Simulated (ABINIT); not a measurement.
# CsPbCl3 (Pm-3m): changed settings of a GW run in ABINIT

Aim: change inputs of a GW run on CsPbCl3 (Pm-3m) and see what moves.

Method: PBE and many-body steps on it, plane waves, in ABINIT 10.8.3.

Most raw output is cut from this account.

## (1) Set-up

Symmetry: Pm-3m, No. 221, cubic system. The conventional cell has a = 5.605 Å, b = 5.605 Å, c = 5.605 Å, α = 90.00°, β = 90.00°, γ = 90.00°. Nearest to Cs lie 12 Cl at 3.96 Å. Pb has 6 Cl at 2.80 Å nearest. Nearest to Cl lie 2 Pb at 2.80 Å and 4 Cs at 3.96 Å. Farther neighbours and most contacts between anions are not listed.

The cell and positions come from the Crystallography Open Database and are kept as given unless a step says otherwise. Spin-orbit coupling is left out unless a step names it.

## (2) Screening, 2×2×2 mesh, 266 bands, screening to 152.4 eV

This step: ABINIT 10.8.3; RPA screening on PBE, plane waves, norm-conserving pseudopotentials.

The RPA dielectric matrix is built and inverted for each q.

The input, run.abi:

```
acell 3*1.0 Angstrom
rprim 
  5.605000000000 0.000000000000 0.000000000000
  0.000000000000 5.605000000000 0.000000000000
  0.000000000000 0.000000000000 5.605000000000
ntypat 3
znucl 55 82 17
natom 5
typat 1 2 3 3 3
xred 
  0.000000000000 0.000000000000 0.000000000000
  0.500000000000 0.500000000000 0.500000000000
  0.500000000000 0.500000000000 0.000000000000
  0.000000000000 0.500000000000 0.500000000000
  0.500000000000 0.000000000000 0.500000000000
pp_dirpath "pseudos"
pseudos "Cs.upf, Pb.upf, Cl.upf"
ecut 25
ngkpt 2 2 2
nshiftk 1
shiftk 0 0 0
kptopt 1
chksymbreak 0
istwfk *1
occopt 1
irdwfk 1
optdriver 3
nband 266
ecuteps 5.6
inclvkb 2
awtr 1
symchi 1
indata_prefix "in"
outdata_prefix "out"
tmpdata_prefix "tmp"
```

Started as:

```console
OMP_NUM_THREADS=1 mpirun -n 8 abinit run.abi > log
```

Wall time 70 s (8 MPI ranks of Intel Xeon 6975P-C (Granite Rapids), shared host); peak memory 2.7 GiB; 9.3 min of CPU time.

Numbers from this step:

| Quantity | Value |
| --- | --- |
| ε∞ with local fields, on this mesh, along the program's q direction | 7.191 |
| the same without local fields | 8.286 |
| plasma frequency | 18.56 eV |
| plane waves in the screening matrix | 739 |

Local fields lower ε∞ by 13 %. On a Γ-centred mesh this coarse the value itself is usually too large, while a short band sum pulls it down.

## (3) Base

The self-energy is evaluated for the states that the input lists, and the levels follow from it, in one-shot runs by the linearised quasiparticle equation.

This step: G0W0 on PBE, plane waves, norm-conserving pseudopotentials.

Edit run.abi of step 2 so:

```diff
@@ -26,8 +26,17 @@
 irdwfk 1
-optdriver 3
+optdriver 4
 nband 266
+gwcalctyp 0
+ecutsigx 25
+symsigma 1
+nkptgw 2
+kptgw 
+  0.5000000000 0.5000000000 0.5000000000
+  0.0000000000 0.0000000000 0.0000000000
+bdgw 
+  19 25
+  20 25
 ecuteps 5.6
-inclvkb 2
-awtr 1
-symchi 1
+irdscr 1
+ppmodel 1
 indata_prefix "in"
```

Run time: 73 s. Hardware: 8 MPI ranks; peak memory 3.1 GiB.

Numbers from this step:

| Quantity | Value |
| --- | --- |
| G0W0 gap on the points computed | 3.166 eV |
| starting gap on the mesh | 1.933 eV |
| k of the valence top | 0.5, 0.5, 0.5 |
| k of the conduction bottom | 0.5, 0.5, 0.5 |
| Z at the valence top | 0.788 |
| Z at the conduction bottom | 0.818 |
| least direct G0W0 gap on the computed points | 3.166 eV |

The gap on the mesh goes from 1.93 eV to 3.17 eV, a correction of +1.23 eV.

## (4) Coulomb singularity

Edit run.abi of step 3 so:

```diff
@@ -41,2 +41,3 @@
 ppmodel 1
+gw_icutcoul 0
 indata_prefix "in"
```

It took 70 s on 8 MPI ranks; peak memory 3.1 GiB; 9.2 min of CPU time.

Numbers from this step:

```yaml
g0w0_gap_on_the_points_computed: 3.223 eV
starting_gap_on_the_mesh: 1.933 eV
k_of_the_valence_top: 0.5, 0.5, 0.5
k_of_the_conduction_bottom: 0.5, 0.5, 0.5
z_at_the_valence_top: 0.792
z_at_the_conduction_bottom: 0.819
least_direct_g0w0_gap_on_the_computed_points: 3.223 eV
```

Against G0W0 in ABINIT (2×2×2 mesh, 266 bands, screening to 152.4 eV, Godby-Needs plasmon pole), the gap moves by +0.057 eV.

## (5) The runs together

Times are wall times on 8 MPI ranks of Intel Xeon 6975P-C (Granite Rapids), shared host, good to a factor of about two. A run's time includes the screening step that it read.

| run | mesh | bands | screening cutoff (eV) | DFT gap (eV) | gap on the mesh (eV) | direct (eV) | ε∞ used | time |
| --- | --- | --- | --- | --- | --- | --- | --- | --- |
| base | 2×2×2 | 266 | 152.4 | 1.933 | 3.166 | 3.166 | 7.19 | 2.4 min |
| Coulomb singularity | 2×2×2 | 266 | 152.4 | 1.933 | 3.223 | 3.223 | 7.19 | 2.3 min |

## (6) What came out

| Property | Result |
| --- | --- |
| base | 3.166 eV |
| Coulomb singularity | 3.223 eV |
| known limits | not at the basis limit; exchange with frozen shells missing; no spin-orbit coupling; coarse k mesh |

Coulomb singularity: +0.057 eV against base (keys changed: gw_icutcoul). Bands and cutoff are finite, so the gap is not at the basis limit. The miss can reach some tenths of an eV and take either sign; the mesh is an error of its own. In the first G0W0 run levels were corrected at 2 k points alone, so a gap called «on the mesh» is the least over those, and an edge elsewhere would be missed. The 2×2×2 mesh is coarse for this cell, which bears on the long-range parts of exchange and screening. Where an edge is built on 6p states of lead, bismuth or thallium, scalar-relativistic gaps usually stand too wide, by a few tenths to over one eV. This is the ideal cubic cell; many perovskites, halides above all, are cubic only on average, and local tilts or off-centring can widen the gap. The norm-conserving file of at least one element keeps a d shell over frozen s and p shells of the same row. Exchange with those shells is missing from the self-energy, an error of 0.3 to 0.9 eV in cases checked, whose sign depends on which edge lies on those atoms. The many-body steps are scalar-relativistic: spin-orbit coupling is not in them.

[Paths, hosts, dates, memory and timing lines, banners, echoed tables and standing remarks are left out of the program output.]

[Logs are printed without paths, hosts, clocks, repeated set-up lines and the standing remarks that a program may print on its own settings, such as how far it seeks lower states.]

[Runs of the session that timed out or met a known fault of the program may be left out.]

[No measured gap is set beside runs whose start may be inverted or whose files or cutoffs have a known fault.]

[Hosts, paths, dates, database ids (printed as entryN), source tags and the programs' standing remarks are cut or masked in the printed files.]

[G0W0 gaps are taken among the corrected bands and points alone; a level outside them can change the order at an edge.]

[Where Ansatz stands beside ABINIT at settings called matched, ABINIT's density can come from a denser mesh and the files from another edition; pairs whose starting gaps differed by over 0.03 eV were left out, so agreement reads better than it is.]
